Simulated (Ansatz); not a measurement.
## Debugging a many-body input for CaMoO4 (I4_1/a)

Aim: the G0W0 gap of CaMoO4 (I4_1/a). The first input has a fault.

Program: Ansatz 0.2.0. Level of theory: G0W0 on r2SCAN, plane waves, PAW. Results are calculated unless marked as measured.

### Step 1. Set-up

It takes space group I4_1/a (No. 88, tetragonal). The conventional cell has a = 5.224 Å, b = 5.224 Å, c = 11.428 Å, α = 90.00°, β = 90.00°, γ = 90.00°. Nearest to Ca lie 8 O at 2.44 to 2.47 Å. Nearest to Mo lie 4 O at 1.77 Å. Nearest to O lie 1 Mo at 1.77 Å and 2 Ca at 2.44 to 2.47 Å. Farther neighbours and most contacts between anions are not listed.

The cell and positions come from the Crystallography Open Database and are kept as given unless a step says otherwise. The default PAW set here is soft_2. Its files were made with PBE.

### Step 2. First try

The input, input.yaml:

```yaml
crystal:
  lattice:
    - [-2.6118, 2.6118, 5.71425]
    - [2.6118, -2.6118, 5.71425]
    - [2.6118, 2.6118, -5.71425]
  atoms:
    - { symbol: Ca, position: [0.75, 0.25, 0.5] }
    - { symbol: Ca, position: [0.0, 0.0, 0.0] }
    - { symbol: Mo, position: [0.25, 0.75, 0.5] }
    - { symbol: Mo, position: [0.5, 0.5, 0.0] }
    - { symbol: O, position: [0.57776, 0.98246, 0.89142] }
    - { symbol: O, position: [0.73246, 0.34104, 0.9047] }
    - { symbol: O, position: [0.09104, 0.68634, 0.10858] }
    - { symbol: O, position: [0.43634, 0.82776, 0.0953] }
    - { symbol: O, position: [0.17224, 0.26754, 0.60858] }
    - { symbol: O, position: [0.01754, 0.90896, 0.5953] }
    - { symbol: O, position: [0.65896, 0.56366, 0.39142] }
    - { symbol: O, position: [0.31366, 0.42224, 0.4047] }
kpoints:
  mp_grid: { grid: [4, 4, 4] }
hamiltonian:
  xc: r2scan
scf:
  occupations: { method: fixed }
gw:
  n_empty_bands: 4
  ecut_chi: 40
  qp_bands: [v4, c4]
  qp_kpoints: band_edges
  screening: { model: contour_deformation }
```

Command:

```sh
> ansatz run input.yaml --threads 24 --pin off --max-ram 82944MiB --backend cuda --events-out ev --progress --plain --runs-dir out --devices 1 --max-vram 78GiB
```

Numbers of over 12 decimals in the logs are rounded to 6 here.

Output:

```text
GPUs: using 1 of 1 available (devices: 1).
Engine: ansatz 0.2.0, aarch64-unknown-linux-gnu
Pseudopotentials: kind: paw
Pseudopotential: Ca, paw, valence charge 10, recommended cutoff 500 eV (meta_gga), Ca.paw.azcp
Pseudopotential: Mo, paw, valence charge 14, recommended cutoff 500 eV (meta_gga), Mo.paw.azcp
Pseudopotential: O, paw, valence charge 6, recommended cutoff 500 eV (meta_gga), O.paw.azcp
Functional definition: r2SCAN
  parameter k0 = 0.174
  parameter k1 = 0.065
  parameter a1 = 4.9479
  exchange = r2scan_x(k0 = k0, k1 = k1, a1 = a1)
  correlation = r2scan_c
[...]
Crystal: 12 atoms, lattice volume = 155.919 Å³
Basis set: ecut = 500 eV, 3997 PW (Γ), exchange–correlation on 200×200×200 points (64 copies of the dense FFT grid, shifted against one another)
Bands: 60, of which v1, the nominal top of the filled ones, is band 48 counted from 1 (47 counted from 0)
Symmetry: 8 space group operations
Space group: I41/a (ITA 88), of the structure as read, at distance tolerance 5.4e-5 Å
k-points: 14 of 64
Non-local potential: Ca, projectors of the file, l = 0: 3, l = 1: 2, l = 2: 2
Non-local potential: Mo, projectors of the file, l = 0: 3, l = 1: 2, l = 2: 2, l = 3: 1
Non-local potential: O, projectors of the file, l = 0: 2, l = 1: 2, l = 2: 1
PAW form: soft (Blöchl's): semilocal exchange-correlation on the pseudo side does not see the compensation charge
PAW frozen core: Ca, regenerated for the run's functional (the file was generated under x = pbe(κ = 0.804, μ = 0.219515), c = pbe(β = 0.066725))
PAW frozen core: Mo, regenerated for the run's functional (the file was generated under x = pbe(κ = 0.804, μ = 0.219515), c = pbe(β = 0.066725))
PAW frozen core: O, regenerated for the run's functional (the file was generated under x = pbe(κ = 0.804, μ = 0.219515), c = pbe(β = 0.066725))
PAW one-centre angular grid: Ca, 302 points (default); XC on 160 Gauss nodes
PAW one-centre angular grid: Mo, 590 points (default); XC on 160 Gauss nodes
PAW one-centre angular grid: O, 302 points (default); XC on 160 Gauss nodes
Initial density: superposition of atomic densities (neutral atoms: chi_scale 0, normalization atom), corrected by the library's trained network
Initial wavefunctions: pseudopotential atomic-orbital guess
[...]
Functional: x = r2scan, c = r2scan; τ floored in thin density (d = 2e-4 eV/Å³)
SCF iter   1: F=—  HF=-18139.389593 eV  |F-HF|=—  |Δ(HF+E_count)|=         —  Δρ=1.55e-2  dr2=5.63e-1  dr2_τ=7.73e-1  ethr=1.77e-3  ⟨swp⟩=5.0  Hψ=2981  notcnv=0  defer=130
preconditioner: auto → Resta (q_TF=auto, 2.516 Å⁻¹)  ε∞=4.2  [insulator: Δε(μ)=4.152 eV  Ē_g=14.396 eV  n_scr=36 (ndim 8)  ℏωp=25.9 eV  f_vac=0.040  ε∞_Penn≈4.2]
SCF iter   2: F=—  HF=-18139.473816 eV  |F-HF|=—  |Δ(HF+E_count)|=   8.42e-2  Δρ=8.64e-3  dr2=7.43e-2  dr2_τ=4.66e-2  ethr=5.86e-4  ⟨swp⟩=2.9  Hψ=1611  notcnv=0  defer=120
SCF iter   3: F=—  HF=-18139.463621 eV  |F-HF|=—  |Δ(HF+E_count)|=   1.02e-2  Δρ=3.11e-3  dr2=7.56e-3  dr2_τ=6.35e-4  ethr=7.74e-5  ⟨swp⟩=2.0  Hψ=1093  notcnv=0  defer=139
SCF iter   4: F=—  HF=-18139.462300 eV  |F-HF|=—  |Δ(HF+E_count)|=   1.32e-3  Δρ=6.09e-4  dr2=3.15e-4  dr2_τ=6.93e-5  ethr=7.87e-6  ⟨swp⟩=2.0  Hψ=1288  notcnv=0  defer=140
SCF iter   5: F=—  HF=-18139.462356 eV  |F-HF|=—  |Δ(HF+E_count)|=   5.55e-5  Δρ=1.24e-4  dr2=1.83e-5  dr2_τ=2.84e-6  ethr=3.29e-7  ⟨swp⟩=2.2  Hψ=1231  notcnv=0  defer=129
SCF iter   6: F=—  HF=-18139.462364 eV  |F-HF|=—  |Δ(HF+E_count)|=   8.04e-6  Δρ=1.83e-5  dr2=5.15e-7  dr2_τ=4.82e-8  ethr=1.90e-8  ⟨swp⟩=2.0  Hψ=1213  notcnv=0  defer=112
SCF iter   7: F=-18139.462364 eV  HF=-18139.462364 eV  |F-HF|=1.02e-8  |Δ(HF+E_count)|=   3.16e-7  Δρ=3.75e-6  dr2=2.85e-8  dr2_τ=2.08e-9  ethr=1.04e-10  ⟨swp⟩=12.9  Hψ=3598  notcnv=0
SCF 1 converged in 7 iterations: F = -18139.462364 eV  dr2 = 2.85e-8
[...]
NSCF: frozen V_eff on 14 k-points
[...]
SCF converged after 7 iterations
[...]
7    45      5.9679   -25.4981     3.2867   -20.8271  0.7575     4.5207     4.5835  root
     7    46      6.1196   -25.5039     3.3094   -20.8164  0.7570     4.6792     4.7415  root
     7    47      6.3265   -25.7878     3.2248   -21.1992  0.7636     4.9065     4.9628  root
     7    48      6.3756   -25.7052     3.2483   -21.0982  0.7605     4.9595     5.0168  root
     7    49     10.6677   -15.6997    -2.4482   -21.4573  0.8081    14.3514    13.9772  root ?
     7    50     10.9458   -16.1588    -2.4458   -21.8787  0.8052    14.6439    14.2198  root ?
     7    51     10.9981   -16.0318    -2.3891   -21.7364  0.8104    14.7053    14.3136  root ?
     7    52     11.2193   -16.5501    -2.3200   -22.2051  0.8073    14.9325    14.5542  root ?
     8    45      6.0284   -25.5038     3.3289   -20.7796  0.7534     4.5680     4.6331  root
     8    46      6.0284   -25.5038     3.3289   -20.7796  0.7534     4.5680     4.6331  root
     8    47      6.0956   -25.5032     3.2739   -20.8660  0.7596     4.6729     4.7323  root
     8    48      6.0956   -25.5032     3.2739   -20.8660  0.7596     4.6729     4.7323  root
     8    49     10.7309   -15.7841    -2.3666   -21.4789  0.8101    14.4438    14.0591  root ?
     8    50     10.7309   -15.7841    -2.3666   -21.4789  0.8101    14.4438    14.0591  root ?
     8    51     11.2559   -16.6189    -2.3526   -22.3051  0.8059    14.9785    14.5894  root ?
     8    52     11.2559   -16.6189    -2.3526   -22.3051  0.8059    14.9785    14.5894  root ?
     9    45      5.9194   -25.4031     3.2736   -20.7559  0.7578     4.4847     4.5458  root
     9    46      6.3589   -25.7891     3.2151   -21.2032  0.7651     4.9320     4.9881  root
     9    47      6.5515   -25.9014     3.2260   -21.3161  0.7633     5.1364     5.1922  root
     9    48      6.5515   -25.9014     3.2260   -21.3161  0.7633     5.1364     5.1922  root
     9    49     10.4907   -15.2882    -2.4794   -21.0743  0.8103    14.1405    13.7974  root ?
     9    50     10.7890   -15.4112    -2.3865   -21.1271  0.8139    14.4754    14.1184  root ?
     9    51     11.0255   -16.1935    -2.5191   -21.9725  0.8038    14.7297    14.2854  root ?
     9    52     11.0662   -16.1164    -2.3478   -21.7914  0.8114    14.7923    14.3933  root ?
    10    45      6.0896   -25.4891     3.2486   -20.8637  0.7596     4.6527     4.7129  root
    10    46      6.1870   -25.5590     3.2802   -20.8953  0.7595     4.7424     4.8035  root
[...]
10    49     10.6928   -15.6843    -2.4703   -21.4482  0.8075    14.3596    13.9863  root ?
    10    50     10.8543   -15.8001    -2.4369   -21.5312  0.8082    14.5458    14.1486  root ?
[...]
12    48      6.3878   -25.7643     3.2020   -21.2267  0.7642     4.9987     5.0521  root
[...]
12    52     11.0695   -16.2716    -2.3372   -21.9046  0.8093    14.7540    14.3652  root ?
    13    45      6.1398   -25.5950     3.2268   -20.9910  0.7613     4.7042     4.7627  root
    13    46      6.1398   -25.5950     3.2268   -20.9910  0.7613     4.7042     4.7627  root
    13    47      6.5206   -25.8569     3.2304   -21.2812  0.7626     5.1203     5.1754  root
    13    48      6.5206   -25.8569     3.2304   -21.2812  0.7626     5.1203     5.1754  root
    13    49     10.6516   -15.2968    -2.4409   -21.0497  0.8115    14.3263    13.9637  root ?
    13    50     10.6516   -15.2968    -2.4409   -21.0497  0.8115    14.3263    13.9637  root ?
    13    51     10.9186   -15.9134    -2.3676   -21.6066  0.8119    14.6198    14.2441  root ?
    13    52     10.9186   -15.9134    -2.3676   -21.6066  0.8119    14.6198    14.2441  root ?
```

Elapsed: 4.3 s, on 1 × NVIDIA GB200 (shared by 2 runs) with 24 threads of Arm Neoverse V2, shared host; peak memory 1.7 GiB; 17 s of CPU time.

**What went wrong?**

The run ended normally, though the input holds a fault or crude settings.

The fault: four empty bands in G0W0. The sums over empty states are cut off almost at the gap, so screening and correlation are far from complete.

It printed a gap of 8.52 eV, which is an artefact of the settings.

### Step 3. A better input

G0W0 replaces the xc potential by the self-energy, built once from these orbitals. Only a window of levels is corrected, while the sums run over the empty bands that the input names.

Changes to input.yaml since step 2:

```diff
@@ -25,4 +25,4 @@
 gw:
-  n_empty_bands: 4
-  ecut_chi: 40
+  n_empty_bands: 333
+  ecut_chi: 96
   qp_bands: [v4, c4]
```

Output:

```text
GPUs: using 1 of 1 available (devices: 1).
[...]
Crystal: 12 atoms, lattice volume = 155.919 Å³
Basis set: ecut = 500 eV, 3997 PW (Γ), exchange–correlation on 200×200×200 points (64 copies of the dense FFT grid, shifted against one another)
Bands: 60, of which v1, the nominal top of the filled ones, is band 48 counted from 1 (47 counted from 0)
[... 1 set-up line as in the run before ...]
[...]
k-points: 14 of 64
[...]
SCF iter   1: F=—  HF=-18139.389593 eV  |F-HF|=—  |Δ(HF+E_count)|=         —  Δρ=1.55e-2  dr2=5.63e-1  dr2_τ=7.73e-1  ethr=1.77e-3  ⟨swp⟩=5.0  Hψ=2981  notcnv=0  defer=130
[...]
SCF iter   7: F=-18139.462364 eV  HF=-18139.462364 eV  |F-HF|=1.02e-8  |Δ(HF+E_count)|=   3.16e-7  Δρ=3.75e-6  dr2=2.85e-8  dr2_τ=2.08e-9  ethr=1.04e-10  ⟨swp⟩=12.9  Hψ=3598  notcnv=0
SCF 1 converged in 7 iterations: F = -18139.462364 eV  dr2 = 2.85e-8
[...]
NSCF: frozen V_eff on 14 k-points
[...]
SCF converged after 7 iterations
[...]
6    52     11.2242   -16.5429    -3.9422   -22.1755  0.7866    12.9477    12.9147  root
     7    45      5.9679   -25.4981     4.3708   -20.8271  0.7562     5.6664     5.6676  root
     7    46      6.1196   -25.5039     4.3960   -20.8164  0.7560     5.8269     5.8281  root
     7    47      6.3265   -25.7878     4.3442   -21.1992  0.7576     6.0814     6.0822  root
     7    48      6.3756   -25.7052     4.3597   -21.0982  0.7567     6.1275     6.1283  root
     7    49     10.6677   -15.6997    -4.1243   -21.4573  0.7912    12.3310    12.3011  root
     7    50     10.9458   -16.1588    -4.0341   -21.8787  0.7868    12.6651    12.6315  root
     7    51     10.9981   -16.0318    -4.0509   -21.7364  0.7910    12.6826    12.6518  root
[...]
13    49     10.6516   -15.2968    -4.1600   -21.0497  0.7942    12.2724    12.2445  root
    13    50     10.6516   -15.2968    -4.1600   -21.0497  0.7942    12.2724    12.2445  root
    13    51     10.9186   -15.9134    -4.0510   -21.6066  0.7927    12.5904    12.5607  root
    13    52     10.9186   -15.9134    -4.0510   -21.6066  0.7927    12.5904    12.5607  root
```

Wall time 12 s (1 × NVIDIA GB200 (shared by 2 runs) with 24 threads); peak memory 2.5 GiB; 41 s of CPU time.

Numbers from this step:

- bands summed: 381
- RPA ε∞ on this mesh (eigenvalues): 3.484, 3.484, 3.501
- plane waves in the screening matrix: 329
- q-points in the mesh: 64
- G0W0 gap on the mesh: 5.630 eV
- k of the valence top: 0, 0, 0
- k of the conduction bottom: 0, 0, 0
- starting gap on the mesh: 3.849 eV
- Z at the valence top: 0.7579
- Z at the conduction bottom: 0.7953
- least direct G0W0 gap on the computed points: 5.630 eV

The gap on the mesh goes from 3.85 eV to 5.63 eV, a correction of +1.78 eV. Between the two edge states, bare exchange in place of the xc potential would open the gap by 10.37 eV, and correlation takes back 8.59 eV.

### Step 4. What came out

* first try: converged after 4.3 s
* better run: G0W0 gap on the mesh 5.63 eV (4×4×4 mesh, 333 empty bands, screening to 96 eV)

**Reading.** The second run differs in: empty bands and screening cutoff (eV). Bands and cutoff are finite, so the gap is not at the basis limit. The miss can reach some tenths of an eV and take either sign; the mesh is an error of its own. The many-body steps are scalar-relativistic: spin-orbit coupling is not in them.

[Paths, hosts, dates, memory and timing lines, banners, echoed tables and standing remarks are left out of the program output.]

[Logs are printed without paths, hosts, clocks, repeated set-up lines and the standing remarks that a program may print on its own settings, such as how far it seeks lower states.]

[Runs of the session that timed out or met a known fault of the program may be left out.]

[Cells called generated may have been cut or substituted from an entry of the Crystallography Open Database or the Materials Project.]

[Hosts, paths, dates, database ids (printed as entryN), source tags and the programs' standing remarks are cut or masked in the printed files.]
